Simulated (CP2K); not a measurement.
Two runs for the N K edge of nitrosonium. Run A: CP2K XAS_TDP, all-electron GAPW, PBEh(45%), aug-cc-pVTZ, TDA, no relativity. Run B differs in one setting.

First lines with a strength over 0.0015. A:

| atom | energy (eV) | states | strength, one atom |
| --- | --- | --- | --- |
| N1 (bonded to O) | 396.68 | 2 | 0.1728 |
|  | 410.06 | 1 | 0.0072 |
|  | 411.84 | 3 | 0.0156 |
|  | 414.96 | 2 | 0.0030 |
|  | 414.99 | 1 | 0.0447 |

B:

| atom | energy (eV) | states | strength, one atom |
| --- | --- | --- | --- |
| N1 (bonded to O) | 383.69 | 2 | 0.1259 |
|  | 392.42 | 1 | 0.0023 |
|  | 393.96 | 2 | 0.0116 |
|  | 396.56 | 2 | 0.0041 |
|  | 398.14 | 1 | 0.0047 |

Question: Which was it: GW2X switched on, the basis, the functional, scalar relativity switched on?

The functional (functional from PBEh(45%) to PBE; the lines alone don't name the new value). A functional moves all lines by electronvolts and changes their spacings and strengths. Against PBEh(45%) in aug-cc-pVTZ, the leading line moves by -12.99 eV, to 383.69 eV; the strength of N1's goes from 0.1728 to 0.1259. The next line of N1 over the strength cut lies 8.73 eV higher, against 13.38.

[Hosts, paths, dates, database ids (printed as entryN), source tags and the programs' standing remarks are cut or masked in the printed files.]
